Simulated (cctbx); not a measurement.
# Accept or mend?

Cell a = 6.1110 Å, b = 14.1460 Å, c = 8.2420 Å, α = 90.00°, β = 90.00°, γ = 90.00°; space group Amm2 (no. 38). The compound is Ce5Sc5Si6.

The data are simulated with cctbx, not measured: Mo Kα, λ = 0.71073 Å, to d = 0.84 Å, 95 % of the full sphere, strongest reflection 20000 counts, noise from counting, a 6 % proportional error and a noise floor of 15 counts (s.d.); no absorption, and some extinction, which the refinements don't model.

An isotropic refinement with weights 1/σ² prints:

```text
Rint 0.043, 721 unique reflections to 0.84 A
cycle     R1     wR2    GooF  max shift (A)
   1  0.1157  0.3390   7.085   0.11284
  12  0.0296  0.0866   1.811   0.05538
final R1 0.0290 wR2 0.0856 GooF 1.789  parameters 28  data/parameter 25.8
atom        x        y        z      Ueq    occ   su(xyz)  su(Uiso or U11)
Ce1    0.00000  0.37986  0.38856   0.0186  1.000  0.00021  0.0003
Ce2    0.00000  0.00000  0.25866   0.0142  1.000  0.00021  0.0003
Ce3    0.50000  0.62305  0.62319   0.0133  1.000  0.00019  0.0003
Sc1    0.50000  0.00000  0.75476   0.0227  1.000  0.00128  0.0011
Sc2    0.24601  0.83365  0.50019   0.0207  1.000  0.00047  0.0005
Si1    0.00000  0.69918  0.69669   0.0242  1.000  0.00076  0.0012
Si2    0.00000  0.00000  0.60785   0.0271  1.000  0.00122  0.0017
Si3    0.50000  0.80651  0.80759   0.0272  1.000  0.00080  0.0013
Si4    0.50000  0.00000  0.40202   0.0268  1.000  0.00121  0.0017
Si5    0.24951  0.73575  0.60884   0.3576  1.000  0.00516  0.0203
difference map: max 1.40 min -1.62 rms 0.32
Q1    0.1707  0.1600  0.5294    8    1.46  0.53 A from Sc2
Q2    0.5000  0.0000  0.4898    2    1.44  0.72 A from Si4
Q3    0.3332  0.1693  0.4791    8    1.42  0.56 A from Sc2
Q4    0.0724  0.1154  0.8897    8    1.20  0.45 A from Ce1
Q5    0.0000  0.1628  0.8899    4    1.13  0.60 A from Ce1
Q6    0.0000  0.1980  0.3273    4    1.05  1.08 A from Si1
```

**Question.** Can this result stand? If not, what is the likely fault?

Mend it. The fault: spurious atom: Si5. Against the right model at the same level, R1 goes from 0.0240 to 0.0290 and GooF from 1.23 to 1.79 and Si5 takes U = 0.36 Å². A site with no density behind it hides by a very large U or drifts. The fit had not settled when the cycles ran out.

The compound is Ce5Sc5Si6. The right model at the same level gives:

```text
Rint 0.043, 721 unique reflections to 0.84 A
cycle     R1     wR2    GooF  max shift (A)
   1  0.1728  0.4305   8.970   0.10624
   4  0.0240  0.0591   1.233   0.00045
final R1 0.0240 wR2 0.0591 GooF 1.233  parameters 24  data/parameter 30.0
atom        x        y        z      Ueq    occ   su(xyz)  su(Uiso or U11)
Ce1    0.00000  0.37996  0.38856   0.0193  1.000  0.00013  0.0002
Ce2    0.00000  0.00000  0.25696   0.0150  1.000  0.00016  0.0002
Ce3    0.50000  0.62304  0.62302   0.0139  1.000  0.00012  0.0002
Sc1    0.50000  0.00000  0.74913   0.0215  1.000  0.00088  0.0008
Sc2    0.24578  0.83359  0.50171   0.0217  1.000  0.00034  0.0003
Si1    0.00000  0.69953  0.69433   0.0243  1.000  0.00052  0.0009
Si2    0.00000  0.00000  0.60899   0.0275  1.000  0.00083  0.0012
Si3    0.50000  0.80705  0.80515   0.0275  1.000  0.00055  0.0009
Si4    0.50000  0.00000  0.40274   0.0280  1.000  0.00083  0.0012
difference map: max 1.09 min -1.29 rms 0.20
Q1    0.3285  0.1707  0.4769    8    1.11  0.55 A from Sc2
Q2    0.5000  0.0000  0.4924    2    1.11  0.74 A from Si4
Q3    0.1646  0.1585  0.5298    8    1.09  0.56 A from Sc2
Q4    0.5000  0.0000  0.1692    2    0.72  1.78 A from Ce3
Q5    0.5000  0.1164  0.6358    4    0.65  1.77 A from Si3
Q6    0.0000  0.0549  0.4453    4    0.61  1.56 A from Si2
```

The model was made for the exercise: a known structure type with other elements put in, its volume estimated, not relaxed; displacement parameters are assumed.

[Middle refinement cycles are left out of these outputs.]

[Logs are printed without paths, hosts, clocks, repeated set-up lines and the standing remarks that a program may print on its own settings, such as how far it seeks lower states.]
